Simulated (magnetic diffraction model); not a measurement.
## HoCoB below its ordering temperature

Space group P4_2/mmc (no. 131), a = 3.5590 Å, c = 6.7220 Å.

```csv
site,atom,x,y,z
2e,Ho,0,0,1/4
2b,Co,1/2,1/2,1/2
2c,B,0,1/2,0
```

The compound is invented for this exercise: a known structure type with other elements, its cell scaled to their sizes and not relaxed.

Only Ho and Co are taken to order (form factors of Ho3+ and Co2+); orders and moment sizes are assumed, and not adapted to the symmetry. Radiation: neutrons of λ = 2.0775 Å (absorption by B left out), 1.5° to 80°; isotropic B of 0.28 Å² (Ho), 0.44 Å² (Co) and 0.55 Å² (B). Simulated constant-wavelength pattern: nuclear and magnetic terms add, the magnetic one as |2.695 fm × Σ f S⊥ exp(2πi Q·r) exp(−B s²)|², summed over all Q at one angle with the factor 1/(sin²θ cos θ). For a modulated order the moment at position r is S exp(−2πi k·r) + c.c., with S = m/2 for a sine wave of amplitude m and S = m(u + iv)/2 for moments turning in a plane, u and v being orthogonal unit vectors in it; the phase factor of the sum at Q = H + k is then exp(2πi H·r). Free-ion form factors, Sears's scattering lengths of 1992, no absorption; a label names one of the reflections at its angle. The strongest nuclear line in the range is 100, and lines under 0.2 are left out.

Above the ordering temperature:

```
2θ (°)    index      I
 33.94  (1 0 0)   28.3
 38.57  (1 0 1)   40.4
 48.76  (1 1 0)   13.2
 50.31  (1 0 2)  100.0
 62.08  (1 1 2)   74.8
 66.43  (1 0 3)   15.8
 71.43  (2 0 0)   64.6
 76.36  (0 0 4)   29.5
```

Below it (cell unchanged):

```csv
2θ (°),I
6.69,860.5
27.01,107.3
33.94,28.3
34.63,4.8
36.66,109.4
38.57,40.4
41.00,42.4
43.90,14.4
45.58,34.0
48.76,13.2
50.31,100.0
50.82,28.9
54.25,13.8
55.69,22.1
58.02,47.4
62.08,74.8
63.38,8.3
66.43,15.8
66.84,37.8
71.43,64.6
73.88,15.7
75.11,19.8
76.36,29.5
76.76,11.1
77.91,2.5
79.90,5.1
```

**Question.** Check that the new lines index with k = (0 1/5 0), then choose among these models:
A. a sine wave with moments along [001] (amplitudes given), 8.1 μB on Ho and 1.58 μB on Co; signs + at (0, 0, 1/4), + at (0, 0, 3/4), − at (1/2, 1/2, 1/2), − at (1/2, 1/2, 0)
B. moments turning in the plane of [100] and [010], 8.1 μB on Ho and 1.58 μB on Co; signs + at (0, 0, 1/4), + at (0, 0, 3/4), − at (1/2, 1/2, 1/2), − at (1/2, 1/2, 0)
C. a sine wave with moments along [100] (amplitudes given), 8.1 μB on Ho and 1.58 μB on Co; signs + at (0, 0, 1/4), + at (0, 0, 3/4), − at (1/2, 1/2, 1/2), − at (1/2, 1/2, 0)
D. a sine wave with moments along [010] (amplitudes given), 8.1 μB on Ho and 1.58 μB on Co; signs + at (0, 0, 1/4), + at (0, 0, 3/4), − at (1/2, 1/2, 1/2), − at (1/2, 1/2, 0)

The new lines index as (0 1/5 0) at 6.69°, (0 4/5 0) at 27.01°, (1 1/5 0) at 34.63° and (0 1/5 2) at 36.66°, that is as H ± k with k = (0 1/5 0), one of 2 inequivalent arms of its star (k and −k counted as one), which a powder can't tell apart. Satellites come in pairs about each point of the reciprocal lattice.

Magnetic intensity, observed (below minus above) and for each model:

| 2θ (°) | index | observed | A | B | C | D |
| --- | --- | --- | --- | --- | --- | --- |
| 6.69 | (0 1/5 0) | 860.5 | 860.5 | 860.5 | 860.5 | <0.2 |
| 27.01 | (0 4/5 0) | 107.3 | 107.3 | 107.3 | 107.3 | <0.2 |
| 34.63 | (1 1/5 0) | 4.8 | 124.3 | 124.3 | 4.8 | 119.5 |
| 36.66 | (0 1/5 2) | 109.4 | 3.8 | 215.0 | 109.4 | 105.6 |
| 41.00 | (0 6/5 0) | 42.4 | 42.4 | 42.4 | 42.4 | <0.2 |
| 45.58 | (0 4/5 2) | 34.0 | 12.3 | 55.6 | 34.0 | 21.6 |
| 50.82 | (1 1/5 2) | 28.9 | 25.9 | 81.7 | 28.9 | 52.8 |
| 58.02 | (1 4/5 2) | 47.4 | 44.1 | 104.4 | 47.4 | 57.1 |

Model C matches.

The structure used: k = (0 1/5 0), a sine wave with moments along [100] (amplitudes given), 8.1 μB on Ho and 1.58 μB on Co; signs + at (0, 0, 1/4), + at (0, 0, 3/4), − at (1/2, 1/2, 1/2), − at (1/2, 1/2, 0).

[Logs are printed without paths, hosts, clocks, repeated set-up lines and the standing remarks that a program may print on its own settings, such as how far it seeks lower states.]
